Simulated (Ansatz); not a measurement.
## Work function of Mo(110): what the settings cost and change

How thick a slab and how much vacuum does the work function of Mo(110) need?

Main program and level: Ansatz 0.2.0; plane-wave DFT, PBE, Ansatz PAW.

**What experiment says.**

For Mo (clean (110) face, a compiled value), “Anisotropic work function of elemental crystals” (2019, arxiv:1902.07811) quotes earlier work: work function (clean (110) face, a compiled value) 4.95 eV.

Most raw output is cut from this account.

### Step 1. The starting structure

The cell holds 1 atom: 1 Mo. Cell: a = 2.728 Å, b = 2.728 Å, c = 18.000 Å, α = 90.0°, β = 90.0°, γ = 70.5°. Vacuum lies along c.

### Step 2. Run, setting 1 layer

A work function rests on the faint tail of the density, so the SCF threshold is tight. The slab grows from one layer, at fixed mesh and 18 Å of vacuum; then the vacuum is varied on one slab.

Contents of input.yaml:

```yaml
crystal:
  lattice:
    - [2.2273863607, -1.575, 0.0]
    - [2.2273863607, 1.575, 0.0]
    - [0.0, 0.0, 18.0]
  atoms:
    - { symbol: Mo, position: [0.0, 0.0, 0.5] }
kpoints:
  mp_grid: { grid: [16, 16, 1] }
hamiltonian:
  xc: pbe
scf:
  occupations: { method: fermi_dirac, width: 0.1 }
  convergence: { dr2_threshold: 1.0e-09 }
efield:
  axis: 3
  dipole_correction: true
  ramp_position: 0.97
  ramp_width: 0.06
output:
  write_potential: true
  write_density: true
  volumetric_format: npy
  elf: true
```

Started as:

```console
> ansatz run input.yaml --threads 2 --pin off --max-ram 3072MiB --backend cpu --events-out ev --progress --plain --runs-dir out
```

Elapsed: 18 s, on 2 threads of Arm Neoverse N1, shared host; peak memory 0.46 GiB; 29 s of CPU time.

This step gave:

- energy at zero smearing: -4953.1475 eV
- work function, upper face: 5.054 eV

Running mean over 2.227 Å of the planar mean; the ramp of the sawtooth is left out. The electron's electrostatic potential energy less the Fermi level by z:

| z (Å) | electron's electrostatic potential energy less the Fermi level (eV) |
| --- | --- |
| 2.88 | 5.05 |
| 3.31 | 5.05 |
| 3.74 | 5.05 |
| 4.18 | 5.05 |
| 4.61 | 5.05 |
| 5.04 | 5.04 |
| 5.47 | 5.02 |
| 5.90 | 4.95 |
| 6.19 | 4.84 |
| 6.62 | 4.44 |
| 7.06 | 3.33 |
| 7.49 | 0.297 |
| 7.92 | -4.77 |
| 8.35 | -9.55 |
| 8.78 | -11.9 |
| 9.22 | -11.9 |
| 9.65 | -9.55 |
| 10.08 | -4.77 |
| 10.51 | 0.297 |
| 10.94 | 3.33 |
| 11.38 | 4.44 |
| 11.81 | 4.84 |
| 12.10 | 4.95 |
| 12.53 | 5.02 |
| 12.96 | 5.04 |
| 13.39 | 5.05 |
| 13.82 | 5.05 |
| 14.26 | 5.05 |
| 14.69 | 5.05 |
| 15.12 | 5.05 |

Electrostatic potential energy in the ca plane at fractional y = 0.000, with atoms of Mo within 0.2 Å of it. With pseudopotentials it is smooth inside the atoms' cores, unlike the true potential.

Ten even steps from '0' (-46 eV) to '9' (3 eV), each cell a mean:
```
99999999999999999997100058999999999999999999
99999999999999999998400279999999999999999999
99999999999999999999755689999999999999999999
99999999999999999999888899999999999999999999
99999999999999999999877889999999999999999999
99999999999999999998622479999999999999999999
99999999999999999997200058999999999999999999
99999999999999999997100048999999999999999999
```
Columns run along c (18.0 Å; values clipped at the 3rd and 97th percentile), rows up along a (2.7 Å). Atoms in or near the plane, at fractional coordinates: Mo at (0.50, 0.00).

Valence density in the ca plane at fractional y = 0.000, with atoms of Mo within 0.2 Å of it. It is the smooth field of the valence electrons, not physical close to the nuclei.

Values in e/Å³, 5 rows by 16 columns, each cell a mean:
```
0.0 0.0 0.0 0.0 0.0 0.0 0.0 2.4 3.4 0.1 0.0 0.0 0.0 0.0 0.0 0.0
0.0 0.0 0.0 0.0 0.0 0.0 0.0 0.6 0.8 0.1 0.0 0.0 0.0 0.0 0.0 0.0
0.0 0.0 0.0 0.0 0.0 0.0 0.0 0.3 0.3 0.1 0.0 0.0 0.0 0.0 0.0 0.0
0.0 0.0 0.0 0.0 0.0 0.0 0.0 1.1 1.5 0.1 0.0 0.0 0.0 0.0 0.0 0.0
0.0 0.0 0.0 0.0 0.0 0.0 0.0 3.0 4.1 0.1 0.0 0.0 0.0 0.0 0.0 0.0
```
Columns run along c (18.0 Å), rows up along a (2.7 Å). Atoms in or near the plane, at fractional coordinates: Mo at (0.50, 0.00).

ELF in the ca plane at fractional y = 0.000, with atoms of Mo within 0.2 Å of it. It is the smooth field of the valence electrons, not physical close to the nuclei.

Ten even steps from '0' (0.00) to '9' (0.72), each cell a mean:
```
00000000000000000112898941110000000000000000
00000000000000001112599731110000000000000000
00000000000000001233355433321000000000000000
00000000000000002355444455421000000000000000
00000000000000001344444444321000000000000000
00000000000000001222478622210000000000000000
00000000000000001112799941110000000000000000
00000000000000000112885951110000000000000000
```
Columns run along c (18.0 Å), rows up along a (2.7 Å). Atoms in or near the plane, at fractional coordinates: Mo at (0.50, 0.00).

The work function is 5.054 eV.

### Step 3. Slab, 2 atoms

System of this step: Mo(110). The cell holds 2 atoms: 2 Mo. Its edges and angles: a = 2.728 Å, b = 2.728 Å, c = 20.227 Å, α = 90.0°, β = 90.0°, γ = 70.5°. Vacuum lies along c.

input.yaml, the sections that differ from step 2:

```yaml
crystal:
  lattice:
    - [2.2273863607, -1.575, 0.0]
    - [2.2273863607, 1.575, 0.0]
    - [0.0, 0.0, 20.2273863607]
  atoms:
    - { symbol: Mo, position: [0.0, 0.0, 0.4449413206] }
    - { symbol: Mo, position: [0.5, 0.5, 0.5550586794] }
output:
  write_potential: true
  write_density: true
  volumetric_format: npy
# kpoints, hamiltonian, scf, efield: as in step 2
```

Run time: 36 s. Hardware: 2 threads; peak memory 0.5 GiB.

The work function is 4.567 eV, -0.487 eV from the run “1 layer”, at 2.1 times its CPU time.

### Step 4. Slab, 3 atoms

System of this step: Mo(110). The cell holds 3 atoms: 3 Mo. Cell: a = 2.728 Å, b = 2.728 Å, c = 22.455 Å, α = 90.0°, β = 90.0°, γ = 70.5°. Vacuum lies along c.

input.yaml, the sections that differ from step 3:

```yaml
crystal:
  lattice:
    - [2.2273863607, -1.575, 0.0]
    - [2.2273863607, 1.575, 0.0]
    - [0.0, 0.0, 22.4547727215]
  atoms:
    - { symbol: Mo, position: [0.0, 0.0, 0.40080566] }
    - { symbol: Mo, position: [0.5, 0.5, 0.5] }
    - { symbol: Mo, position: [0.0, 0.0, 0.59919434] }
# kpoints, hamiltonian, scf, efield, output: as in step 3
```

Elapsed: 57 s, on 2 threads; peak memory 0.61 GiB; 96 s of CPU time.

The work function is 4.711 eV, +0.144 eV from the run “2 layers”, at 1.6 times its CPU time.

### Step 5. Slab, 4 atoms

System of this step: Mo(110). The cell holds 4 atoms: 4 Mo. Cell: a = 2.728 Å, b = 2.728 Å, c = 24.682 Å, α = 90.0°, β = 90.0°, γ = 70.5°. Vacuum lies along c.

input.yaml, the sections that differ from step 4:

```yaml
crystal:
  lattice:
    - [2.2273863607, -1.575, 0.0]
    - [2.2273863607, 1.575, 0.0]
    - [0.0, 0.0, 24.6821590822]
  atoms:
    - { symbol: Mo, position: [0.0, 0.0, 0.3646358477] }
    - { symbol: Mo, position: [0.5, 0.5, 0.4548786159] }
    - { symbol: Mo, position: [0.0, 0.0, 0.5451213841] }
    - { symbol: Mo, position: [0.5, 0.5, 0.6353641523] }
# kpoints, hamiltonian, scf, efield, output: as in step 4
```

Wall time 68 s (2 threads); peak memory 0.74 GiB; 2 min of CPU time.

The work function is 4.701 eV, -0.010 eV from the run “3 layers”, at 1.2 times its CPU time.

### Step 6. Run, 5 atoms

System of this step: Mo(110). The cell holds 5 atoms: 5 Mo. Its edges and angles: a = 2.728 Å, b = 2.728 Å, c = 26.910 Å, α = 90.0°, β = 90.0°, γ = 70.5°. Vacuum lies along c.

input.yaml, the sections that differ from step 5:

```yaml
crystal:
  lattice:
    - [2.2273863607, -1.575, 0.0]
    - [2.2273863607, 1.575, 0.0]
    - [0.0, 0.0, 26.909545443]
  atoms:
    - { symbol: Mo, position: [0.0, 0.0, 0.33445381] }
    - { symbol: Mo, position: [0.5, 0.5, 0.417226905] }
    - { symbol: Mo, position: [0.0, 0.0, 0.5] }
    - { symbol: Mo, position: [0.5, 0.5, 0.582773095] }
    - { symbol: Mo, position: [0.0, 0.0, 0.66554619] }
# kpoints, hamiltonian, scf, efield, output: as in step 5
```

Elapsed: 95 s, on 2 threads; peak memory 0.87 GiB; 2.8 min of CPU time.

The work function is 4.653 eV, -0.048 eV from the run “4 layers”, at 1.4 times its CPU time.

### Step 7. Run, 6 atoms

System of this step: Mo(110). The cell holds 6 atoms: 6 Mo. Its edges and angles: a = 2.728 Å, b = 2.728 Å, c = 29.137 Å, α = 90.0°, β = 90.0°, γ = 70.5°. Vacuum lies along c.

input.yaml, the sections that differ from step 6:

```yaml
crystal:
  lattice:
    - [2.2273863607, -1.575, 0.0]
    - [2.2273863607, 1.575, 0.0]
    - [0.0, 0.0, 29.1369318037]
  atoms:
    - { symbol: Mo, position: [0.0, 0.0, 0.3088863323] }
    - { symbol: Mo, position: [0.5, 0.5, 0.3853317994] }
    - { symbol: Mo, position: [0.0, 0.0, 0.4617772665] }
    - { symbol: Mo, position: [0.5, 0.5, 0.5382227335] }
    - { symbol: Mo, position: [0.0, 0.0, 0.6146682006] }
    - { symbol: Mo, position: [0.5, 0.5, 0.6911136677] }
# kpoints, hamiltonian, scf, efield, output: as in step 6
```

Run time: 2.2 min. Hardware: 2 threads; peak memory 1.1 GiB.

The work function is 4.668 eV, +0.015 eV from the run “5 layers”, at 1.3 times its CPU time.

### Step 8. Run, 8 atoms

System of this step: Mo(110). The cell holds 8 atoms: 8 Mo. Cell: a = 2.728 Å, b = 2.728 Å, c = 33.592 Å, α = 90.0°, β = 90.0°, γ = 70.5°. Vacuum lies along c.

input.yaml, the sections that differ from step 7:

```yaml
crystal:
  lattice:
    - [2.2273863607, -1.575, 0.0]
    - [2.2273863607, 1.575, 0.0]
    - [0.0, 0.0, 33.5917045252]
  atoms:
    - { symbol: Mo, position: [0.0, 0.0, 0.2679232902] }
    - { symbol: Mo, position: [0.5, 0.5, 0.3342309216] }
    - { symbol: Mo, position: [0.0, 0.0, 0.4005385529] }
    - { symbol: Mo, position: [0.5, 0.5, 0.4668461843] }
    - { symbol: Mo, position: [0.0, 0.0, 0.5331538157] }
    - { symbol: Mo, position: [0.5, 0.5, 0.5994614471] }
    - { symbol: Mo, position: [0.0, 0.0, 0.6657690784] }
    - { symbol: Mo, position: [0.5, 0.5, 0.7320767098] }
# kpoints, hamiltonian, scf, efield, output: as in step 7
```

Run time: 3.9 min. Hardware: 2 threads; peak memory 1.5 GiB; 6.9 min of CPU time.

The work function is 4.671 eV, +0.003 eV from the run “6 layers”, at 1.8 times its CPU time.

### Step 9. Slab, 10 atoms

System of this step: Mo(110). The cell holds 10 atoms: 10 Mo. Its edges and angles: a = 2.728 Å, b = 2.728 Å, c = 38.046 Å, α = 90.0°, β = 90.0°, γ = 70.5°. Vacuum lies along c.

input.yaml, the sections that differ from step 8:

```yaml
crystal:
  lattice:
    - [2.2273863607, -1.575, 0.0]
    - [2.2273863607, 1.575, 0.0]
    - [0.0, 0.0, 38.0464772466]
  atoms:
    - { symbol: Mo, position: [0.0, 0.0, 0.236552781] }
    - { symbol: Mo, position: [0.5, 0.5, 0.2950966074] }
    - { symbol: Mo, position: [0.0, 0.0, 0.3536404339] }
    - { symbol: Mo, position: [0.5, 0.5, 0.4121842603] }
    - { symbol: Mo, position: [0.0, 0.0, 0.4707280868] }
    - { symbol: Mo, position: [0.5, 0.5, 0.5292719132] }
    - { symbol: Mo, position: [0.0, 0.0, 0.5878157397] }
    - { symbol: Mo, position: [0.5, 0.5, 0.6463595661] }
    - { symbol: Mo, position: [0.0, 0.0, 0.7049033926] }
    - { symbol: Mo, position: [0.5, 0.5, 0.763447219] }
# kpoints, hamiltonian, scf, efield, output: as in step 8
```

Wall time 5.8 min (2 threads); peak memory 2 GiB.

The work function is 4.666 eV, -0.005 eV from the run “8 layers”, at 1.5 times its CPU time.

### Step 10. Run, 13 atoms

System of this step: Mo(110). The cell holds 13 atoms: 13 Mo. Cell: a = 2.728 Å, b = 2.728 Å, c = 44.729 Å, α = 90.0°, β = 90.0°, γ = 70.5°. Vacuum lies along c.

input.yaml, the sections that differ from step 9:

```yaml
crystal:
  lattice:
    - [2.2273863607, -1.575, 0.0]
    - [2.2273863607, 1.575, 0.0]
    - [0.0, 0.0, 44.7286363289]
  atoms:
    - { symbol: Mo, position: [0.0, 0.0, 0.2012133778] }
    - { symbol: Mo, position: [0.5, 0.5, 0.2510111482] }
    - { symbol: Mo, position: [0.0, 0.0, 0.3008089185] }
    - { symbol: Mo, position: [0.5, 0.5, 0.3506066889] }
    - { symbol: Mo, position: [0.0, 0.0, 0.4004044593] }
    - { symbol: Mo, position: [0.5, 0.5, 0.4502022296] }
    - { symbol: Mo, position: [0.0, 0.0, 0.5] }
    - { symbol: Mo, position: [0.5, 0.5, 0.5497977704] }
    - { symbol: Mo, position: [0.0, 0.0, 0.5995955407] }
    - { symbol: Mo, position: [0.5, 0.5, 0.6493933111] }
    - { symbol: Mo, position: [0.0, 0.0, 0.6991910815] }
    - { symbol: Mo, position: [0.5, 0.5, 0.7489888518] }
    - { symbol: Mo, position: [0.0, 0.0, 0.7987866222] }
# kpoints, hamiltonian, scf, efield, output: as in step 9
```

It took 10 min on 2 threads; peak memory 2.9 GiB; 19 min of CPU time.

The work function is 4.666 eV, -0.000 eV from the run “10 layers”, at 1.8 times its CPU time.

### Step 11. Slab, 7 atoms

System of this step: Mo(110). The cell holds 7 atoms: 7 Mo. Cell: a = 2.728 Å, b = 2.728 Å, c = 23.364 Å, α = 90.0°, β = 90.0°, γ = 70.5°. Vacuum lies along c.

input.yaml, the sections that differ from step 10:

```yaml
crystal:
  lattice:
    - [2.2273863607, -1.575, 0.0]
    - [2.2273863607, 1.575, 0.0]
    - [0.0, 0.0, 23.3643181644]
  atoms:
    - { symbol: Mo, position: [0.0, 0.0, 0.2140015371] }
    - { symbol: Mo, position: [0.5, 0.5, 0.3093343581] }
    - { symbol: Mo, position: [0.0, 0.0, 0.404667179] }
    - { symbol: Mo, position: [0.5, 0.5, 0.5] }
    - { symbol: Mo, position: [0.0, 0.0, 0.595332821] }
    - { symbol: Mo, position: [0.5, 0.5, 0.6906656419] }
    - { symbol: Mo, position: [0.0, 0.0, 0.7859984629] }
# kpoints, hamiltonian, scf, efield, output: as in step 10
```

Run time: 2.3 min. Hardware: 2 threads; peak memory 1 GiB.

The work function is 4.648 eV. The program marks this work function as in doubt.

### Step 12. Run, 7 atoms

The cell differs from the one that the last finished run ended in (c 23.364 → 27.364 Å).

input.yaml, the sections that differ from step 11:

```yaml
crystal:
  lattice:
    - [2.2273863607, -1.575, 0.0]
    - [2.2273863607, 1.575, 0.0]
    - [0.0, 0.0, 27.3643181644]
  atoms:
    - { symbol: Mo, position: [0.0, 0.0, 0.2558075797] }
    - { symbol: Mo, position: [0.5, 0.5, 0.3372050531] }
    - { symbol: Mo, position: [0.0, 0.0, 0.4186025266] }
    - { symbol: Mo, position: [0.5, 0.5, 0.5] }
    - { symbol: Mo, position: [0.0, 0.0, 0.5813974734] }
    - { symbol: Mo, position: [0.5, 0.5, 0.6627949469] }
    - { symbol: Mo, position: [0.0, 0.0, 0.7441924203] }
# kpoints, hamiltonian, scf, efield, output: as in step 11
```

Elapsed: 2.4 min, on 2 threads; peak memory 1.1 GiB; 4.6 min of CPU time.

The work function is 4.660 eV, +0.012 eV from the run “7 layers, 10 Å of vacuum”, at 1.0 times its CPU time.

### Step 13. Slab, 7 atoms (run 2)

The cell differs from the one that the last finished run ended in (c 27.364 → 39.364 Å).

input.yaml, the sections that differ from step 12:

```yaml
crystal:
  lattice:
    - [2.2273863607, -1.575, 0.0]
    - [2.2273863607, 1.575, 0.0]
    - [0.0, 0.0, 39.3643181644]
  atoms:
    - { symbol: Mo, position: [0.0, 0.0, 0.3302483215] }
    - { symbol: Mo, position: [0.5, 0.5, 0.3868322143] }
    - { symbol: Mo, position: [0.0, 0.0, 0.4434161072] }
    - { symbol: Mo, position: [0.5, 0.5, 0.5] }
    - { symbol: Mo, position: [0.0, 0.0, 0.5565838928] }
    - { symbol: Mo, position: [0.5, 0.5, 0.6131677857] }
    - { symbol: Mo, position: [0.0, 0.0, 0.6697516785] }
# kpoints, hamiltonian, scf, efield, output: as in step 12
```

The job ended after 3.5 min (2 threads; peak memory 1.5 GiB; 6.8 min of CPU time).

The work function is 4.660 eV, +0.000 eV from the run “7 layers, 14 Å of vacuum”, at 1.5 times its CPU time.

### Step 14. Comparing the runs

Times are for 2 threads of Arm Neoverse N1, shared host. The runs compared:

| no. | setting | work function, upper face (eV) | time | memory (GiB) |
| --- | --- | --- | --- | --- |
| 1 | 1 layer | 5.054 | 18 s | 0.46 |
| 2 | 2 layers | 4.567 | 36 s | 0.5 |
| 3 | 3 layers | 4.711 | 57 s | 0.61 |
| 4 | 4 layers | 4.701 | 68 s | 0.74 |
| 5 | 5 layers | 4.653 | 95 s | 0.87 |
| 6 | 6 layers | 4.668 | 2.2 min | 1.1 |
| 7 | 8 layers | 4.671 | 3.9 min | 1.5 |
| 8 | 10 layers | 4.666 | 5.8 min | 2.0 |
| 9 | 13 layers | 4.666 | 10 min | 2.9 |
| 10 | 7 layers, 10 Å of vacuum | 4.648 | 2.3 min | 1.0 |
| 11 | 7 layers, 14 Å of vacuum | 4.660 | 2.4 min | 1.1 |
| 12 | 7 layers, 26 Å of vacuum | 4.660 | 3.5 min | 1.5 |

### Step 15. Varying the input

System of this step: Mo(110) monolayer. The cell holds 1 atom: 1 Mo. Cell: a = 2.728 Å, b = 2.728 Å, c = 18.000 Å, α = 90.0°, β = 90.0°, γ = 70.5°. Vacuum lies along c. The cell carries charge +6.

An input spoilt on purpose, to show how the run answers: it repeats the earlier run “1 layer” with total_charge to 6, and scf.max_iter set to 80; its output block differs too.

input.yaml, the sections that differ from step 13:

```yaml
crystal:
  lattice:
    - [2.2273863607, -1.575, 0.0]
    - [2.2273863607, 1.575, 0.0]
    - [0.0, 0.0, 18.0]
  atoms:
    - { symbol: Mo, position: [0.0, 0.0, 0.5] }
scf:
  occupations: { method: fermi_dirac, width: 0.1 }
  convergence: { dr2_threshold: 1.0e-09 }
  max_iter: 80
total_charge: 6
# kpoints, hamiltonian, efield, output: as in step 13
```

Elapsed: 0.02 s, on 2 threads; peak memory 0.06 GiB.

The input was rejected at the start.

The program's message: “Error: efield: with total_charge ≠ 0 without external_charges — the saw-weighted dipole of a charged cell depends on the ramp position (the isolated-slab reference a dipole correction restores does no …”

The fault put into the input: a net charge in a cell with a dipole correction and no gate.

### Step 16. Summary of results

| Item | Value |
| --- | --- |
| work function, 1 layer | 5.054 eV |
| work function, 2 layers | 4.567 eV |
| work function, 6 layers | 4.668 eV |
| work function, 13 layers | 4.666 eV |

The thickest slab gives 4.67 eV, and the settings tried spread the value from 4.57 to 5.05 eV. At 18 Å of vacuum, the slabs from 3 layers on stay within 0.05 eV of the thickest. Going from 10 to 26 Å of vacuum moves it by 0.012 eV. The program marks the value as in doubt in “7 layers, 10 Å of vacuum”. The ladder's slabs use the tabulated experimental lattice constant (two decimals; a low-temperature value for the alkali metals). In 1 run of the series (7 layers, 10 Å of vacuum) the program warns that electrons reach the sawtooth's ramp, which makes dipole and work function less sure.

Comparison with the measured values:

```
                                               quantity  measured        13 layers
work function (clean (110) face, a compiled value) (eV)      4.95  4.67 (-0.28 eV)
```

Measured values from arxiv:1902.07811 (2019).

**Verdict.** The work function is off by -0.28 eV: fair agreement. The grades are ours: good and fair within 3 and 7 % for the work function. No cell relaxation is part of this session.

[Logs are printed without paths, hosts, clocks, repeated set-up lines and the standing remarks that a program may print on its own settings, such as how far it seeks lower states.]

[Hosts, paths, dates, database ids (printed as entryN), source tags and the programs' standing remarks are cut or masked in the printed files.]

[Maps of the electrostatic potential energy from Ansatz leave out the sawtooth potential of an applied field or a dipole correction, so their vacuum need not be flat; planar profiles and work functions include it.]
